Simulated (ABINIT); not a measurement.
# Quasiparticle gap of BaH2 (P6_3/mmc) in ABINIT

Wanted: ground state, empty states, screening and self-energy for BaH2 (P6_3/mmc).

Program: ABINIT 10.8.3. Level of theory: PBEsol and many-body steps on it, plane waves. Results are calculated unless marked as measured.

## Step 1: The starting structure

Symmetry: P6_3/mmc, No. 194, hexagonal system. Conventional cell: a = 4.462 Å, b = 4.462 Å, c = 6.055 Å, α = 90.00°, β = 90.00°, γ = 120.00°. Nearest to Ba lie 11 H at 2.58 to 3.03 Å. H has 5 Ba at 2.58 to 3.03 Å and 6 H at 2.99 Å nearest. Nearest to H lie 6 Ba at 2.99 Å and 8 H at 2.99 to 3.03 Å. Farther neighbours are not listed.

The cell and positions are those that the Materials Project relaxed with its own functionals (PBE, PBE+U or r2SCAN), kept fixed. Spin-orbit coupling is left out unless a step names it.

## Step 2: Ground state

This step: ABINIT 10.8.3; DFT, PBEsol, plane waves, norm-conserving pseudopotentials.

The ground-state density comes first.

Contents of run.abi:

```
acell 3*1.0 Angstrom
rprim 
  4.462025052349 0.000000000014 0.000000000000
  -2.231012526186 3.864227047650 0.000000000000
  0.000000000000 0.000000000000 6.055292590000
ntypat 2
znucl 56 1
natom 6
typat 1 1 2 2 2 2
xred 
  0.666666666667 0.333333333333 0.750000000000
  0.333333333333 0.666666666667 0.250000000000
  0.333333333333 0.666666666667 0.750000000000
  0.666666666667 0.333333333333 0.250000000000
  0.000000000000 0.000000000000 0.500000000000
  0.000000000000 0.000000000000 0.000000000000
pp_dirpath "pseudos"
pseudos "Ba.upf, H.upf"
ecut 32
ngkpt 6 6 4
nshiftk 1
shiftk 0 0 0
kptopt 1
chksymbreak 0
nband 19
occopt 1
tolvrs 1e-10
nstep 60
prtwf 0
optforces 0
optstress 0
indata_prefix "in"
outdata_prefix "out"
tmpdata_prefix "tmp"
```

Run with:

```sh
> OMP_NUM_THREADS=1 mpirun -n 4 abinit run.abi > log
```

Numbers of over 12 decimals in the logs are rounded to 6 here.

Output:

```text
.Version 10.8.3 of ABINIT. v10.8.2 released Aug 2026.

 Symmetries : space group P6_3/m m c (#194); Bravais hP (primitive hexag.)
================================================================================
 Values of the parameters that define the memory need of the present run
     intxc =       0    ionmov =       0      iscf =       7    lmnmax =       6
     lnmax =       6     mgfft =      60  mpssoang =       3    mqgrid =    3001
     natom =       6  nloc_mem =       1    nspden =       1   nspinor =       1
    nsppol =       1      nsym =      24    n1xccc =    2501    ntypat =       2
    occopt =       1   xclevel =       2
-    mband =          19        mffmem =           1         mkmem =           6
       mpw =        6123          nfft =      121500          nkpt =          21
================================================================================
  Rough estimation (10% accuracy) of disk space for files :
================================================================================

--------------------------------------------------------------------------------
------------- Echo of variables that govern the present computation ------------
--------------------------------------------------------------------------------
 -outvars: echo values of preprocessed input variables --------
            acell      1.8897261259E+00  1.8897261259E+00  1.8897261259E+00 Bohr

      chksymbreak           0
             ecut      3.20000000E+01 Hartree
-          fftalg         312

              ixc     -116133
              kpt      0.00000000E+00  0.00000000E+00  0.00000000E+00
                       1.66666667E-01  0.00000000E+00  0.00000000E+00
                       3.33333333E-01  0.00000000E+00  0.00000000E+00
                       5.00000000E-01  0.00000000E+00  0.00000000E+00
                       1.66666667E-01  1.66666667E-01  0.00000000E+00
                       3.33333333E-01  1.66666667E-01  0.00000000E+00
                       3.33333333E-01  3.33333333E-01  0.00000000E+00
                       0.00000000E+00  0.00000000E+00  2.50000000E-01
                       1.66666667E-01  0.00000000E+00  2.50000000E-01
   [... 10 further rows ...]
                       3.33333333E-01  1.66666667E-01  5.00000000E-01
                       3.33333333E-01  3.33333333E-01  5.00000000E-01
         kptrlatt        6    0    0      0    6    0      0    0    4
          kptrlen      4.57713784E+01
P           mkmem           6
            natom           6
            nband          19
            ngfft          45      45      60
             nkpt          21
            nstep          60
             nsym          24
           ntypat           2
              occ      2.000000  2.000000  2.000000  2.000000  2.000000  2.000000
                       2.000000  2.000000  2.000000  2.000000  2.000000  2.000000
                       0.000000  0.000000  0.000000  0.000000  0.000000  0.000000
                       0.000000
        optforces           0
        optstress           0
            prtwf           0
            rprim      4.4620250523E+00  1.4000000000E-11  0.0000000000E+00
[...]
spgroup         194

           tolvrs      1.00000000E-10

             xred      6.6666666667E-01  3.3333333333E-01  7.5000000000E-01
[...]
znucl       56.00000    1.00000

================================================================================

 chkinp: Checking input parameters for consistency.

================================================================================
== DATASET  1 ==================================================================
-   mpi_nproc: 4, omp_nthreads: 1 (-1 if OMP is not activated)

--- !DatasetInfo
iteration_state: {dtset: 1, }
dimensions: {natom: 6, nkpt: 21, mband: 19, nsppol: 1, nspinor: 1, nspden: 1, mpw: 6123, }
cutoff_energies: {ecut:  32.0, pawecutdg:  -1.0, }
electrons: {nelect:   2.40000000E+01, charge:   0.00000000E+00, occopt:   1.00000000E+00, tsmear:   1.00000000E-02, }

 Real(R)+Recip(G) space primitive vectors, cartesian coordinates (Bohr,Bohr^-1):
 R(1)=  8.4320053  0.0000000  0.0000000  G(1)=  0.1185958  0.0684713  0.0000000
 R(2)= -4.2160027  7.3023308  0.0000000  G(2)=  0.0000000  0.1369426  0.0000000
 R(3)=  0.0000000  0.0000000 11.4428446  G(3)=  0.0000000  0.0000000  0.0873909
 Unit cell volume ucvol=  7.0457361E+02 bohr^3
 Angles (23,13,12)=  9.00000000E+01  9.00000000E+01  1.20000000E+02 degrees

 getcut: wavevector=  0.0000  0.0000  0.0000  ngfft=  45  45  60
         ecut(hartree)=     32.000   => boxcut(ratio)=   2.04919

--- Pseudopotential description ------------------------------------------------
- Ba Generated using ONCVPSP code by D. R. Hamann
- 56.00000  10.00000  180301                  znucl, zion, pspdat
12 -116133 2 -1 1936                          pspcod,pspxc,lmax,lloc,mmax
     nproj     2     2     2
  pspatm : epsatm=   26.37418133
         --- l  ekb(1:nproj) -->
[...]
pspatm: atomic psp has been read  and splines computed

- H Generated using ONCVPSP code by D. R. Hamann
-  1.00000   1.00000  180301                  znucl, zion, pspdat
12 -116133 1 -1 1180                          pspcod,pspxc,lmax,lloc,mmax
     nproj     2     1     0
  pspatm : epsatm=    0.35585368
         --- l  ekb(1:nproj) -->
[...]
1   -0.494138
 pspatm: atomic psp has been read  and splines computed

   1.30012266E+03                                ecore*ucvol(ha*bohr**3)
--------------------------------------------------------------------------------

_setup2: Arith. and geom. avg. npw (full set) are    6093.771    6093.766

================================================================================

--- !BeginCycle
iteration_state: {dtset: 1, }
solver: {iscf: 7, nstep: 60, nline: 4, wfoptalg: 0, }
tolerances: {tolvrs: 1.00E-10, }

     iter   Etot(hartree)      deltaE(h)  residm     vres2
 ETOT  1  -58.544136812078    -5.854E+01 3.436E-02 2.163E+02
 ETOT  2  -58.596778237353    -5.264E-02 2.126E-03 1.561E+00
 ETOT  3  -58.597175463096    -3.972E-04 3.370E-04 2.030E-01
 ETOT  4  -58.597191250721    -1.579E-05 3.285E-04 4.510E-03
 ETOT  5  -58.597191522449    -2.717E-07 7.758E-05 2.965E-04
 ETOT  6  -58.597191544652    -2.220E-08 4.386E-05 5.513E-06
 ETOT  7  -58.597191545033    -3.816E-10 5.614E-05 6.062E-08
 ETOT  8  -58.597191545037    -3.830E-12 2.740E-05 4.778E-10
 ETOT  9  -58.597191545037    -2.345E-13 3.394E-05 9.264E-12

 At SCF step    9       vres2   =  9.26E-12 < tolvrs=  1.00E-10 =>converged.

--- !ResultsGS
iteration_state: {dtset: 1, }
comment   : Summary of ground state results
lattice_vectors:
- [  8.4320053,   0.0000000,   0.0000000, ]
- [ -4.2160027,   7.3023308,   0.0000000, ]
- [  0.0000000,   0.0000000,  11.4428446, ]
lattice_lengths: [   8.43201,    8.43201,   11.44284, ]
lattice_angles: [ 90.000,  90.000, 120.000, ] # degrees, (23, 13, 12)
lattice_volume:   7.0457361E+02
convergence: {deltae: -2.345E-13, res2:  9.264E-12, residm:  3.394E-05, diffor:  0.000E+00, }
etotal    :  -5.85971915E+01
entropy   :   0.00000000E+00
fermie    :   1.51815635E-01
cartesian_stress_tensor: null
pressure_GPa: null
xred      :
- [  6.6667E-01,   3.3333E-01,   7.5000E-01, Ba]
- [  3.3333E-01,   6.6667E-01,   2.5000E-01, Ba]
- [  3.3333E-01,   6.6667E-01,   7.5000E-01,  H]
- [  6.6667E-01,   3.3333E-01,   2.5000E-01,  H]
- [  3.7007E-17,   9.2519E-17,   5.0000E-01,  H]
- [  3.7007E-17,   9.2519E-17,   2.7756E-17,  H]
cartesian_forces: null
force_length_stats: {min: null, max: null, mean: null, }

 Integrated electronic density in atomic spheres:
 ------------------------------------------------
 Atom  Sphere_radius  Integrated_density
[...]
================================================================================

 ----iterations are completed or convergence reached----

 Mean square residual over all n,k,spin=   15.499E-08; max=  33.937E-06
 reduced coordinates (array xred) for    6 atoms
[...]
0.333333333333      0.666666666667      0.750000000000
       0.666666666667      0.333333333333      0.250000000000
       0.000000000000      0.000000000000      0.500000000000
       0.000000000000      0.000000000000      0.000000000000
 rms dE/dt=  0.0000E+00; max dE/dt=  0.0000E+00; dE/dt below (all hartree)
    1       0.000000000000      0.000000000000      0.000000000000
    2       0.000000000000      0.000000000000      0.000000000000
    3       0.000000000000      0.000000000000      0.000000000000
    4       0.000000000000      0.000000000000      0.000000000000
    5       0.000000000000      0.000000000000      0.000000000000
    6       0.000000000000      0.000000000000      0.000000000000

 cartesian coordinates (angstrom) at end:
    1      2.231013     1.288076     4.541469
    2     -7.67e-12     2.576151     1.513823
    3     -7.67e-12     2.576151     4.541469
    4      2.231013     1.288076     1.513823
    5     -0.000000     0.000000     3.027646
    6     -0.000000     0.000000     0.000000
 length scales=  1.889726125908  1.889726125908  1.889726125908 bohr
              =  1.000000000000  1.000000000000  1.000000000000 angstroms
 prteigrs : about to open file out_EIG
 Fermi (or HOMO) energy (hartree) =   0.15182   Average Vxc (hartree)=  -0.33174
 Eigenvalues (hartree) for nkpt=  21  k points:
 kpt#   1, nband= 19, wtk=  0.00694, kpt=  0.0000  0.0000  0.0000 (reduced coord)
  -0.84430   -0.83787   -0.32333   -0.29297   -0.29297   -0.28383   -0.28383   -0.28230
  -0.00795    0.04287    0.13315    0.15182    0.25198    0.25198    0.28885    0.28885
   0.28991    0.28991    0.31860
 prteigrs : prtvol=0 or 1, do not print more k-points.

--- !EnergyTerms
iteration_state     : {dtset: 1, }
comment             : Components of total free energy in Hartree
kinetic             :  1.50880991068832E+01
hartree             :  6.42460586607177E+00
xc                  : -1.46237885652085E+01
Ewald energy        : -4.52642621004392E+01
psp_core            :  1.84526163042131E+00
local_psp           : -2.86509529721478E+01
non_local_psp       :  6.58384548938188E+00
total_energy        : -5.85971915450373E+01
total_energy_eV     : -1.59451081206174E+03
band_energy         : -6.30054859331378E+00

== END DATASET(S) ==============================================================
================================================================================

 -outvars: echo values of variables after computation  --------
           etotal     -5.8597191545E+01
            nband          19
             nkpt          21
          spgroup         194
 [... the other variables as echoed above ...]

 Calculation completed.
```

It took 25 s on 4 MPI ranks of Arm Neoverse V1, shared host; peak memory 0.37 GiB; 99 s of CPU time.

This step gave:

| Item | Value |
| --- | --- |
| total energy | -1594.5108 eV |
| gap | 1.473 eV |
| k of the valence top | 0, 0, 0 |
| k of the conduction bottom | 0.3333, 0.3333, 0.5 |
| least direct gap | 2.542 eV |

The gap is indirect, with the least direct gap 1.07 eV higher.

(Part 1 of 3 ends here.)

[Paths, hosts, dates, memory and timing lines, banners, echoed tables and standing remarks are left out of the program output.]

[Logs are printed without paths, hosts, clocks, repeated set-up lines and the standing remarks that a program may print on its own settings, such as how far it seeks lower states.]

[Runs of the session that timed out or met a known fault of the program may be left out.]

[Hosts, paths, dates, database ids (printed as entryN), source tags and the programs' standing remarks are cut or masked in the printed files.]

[G0W0 gaps are taken among the corrected bands and points alone; a level outside them can change the order at an edge.]

[Where Ansatz stands beside ABINIT at settings called matched, ABINIT's density can come from a denser mesh and the files from another edition; pairs whose starting gaps differed by over 0.03 eV were left out, so agreement reads better than it is.]
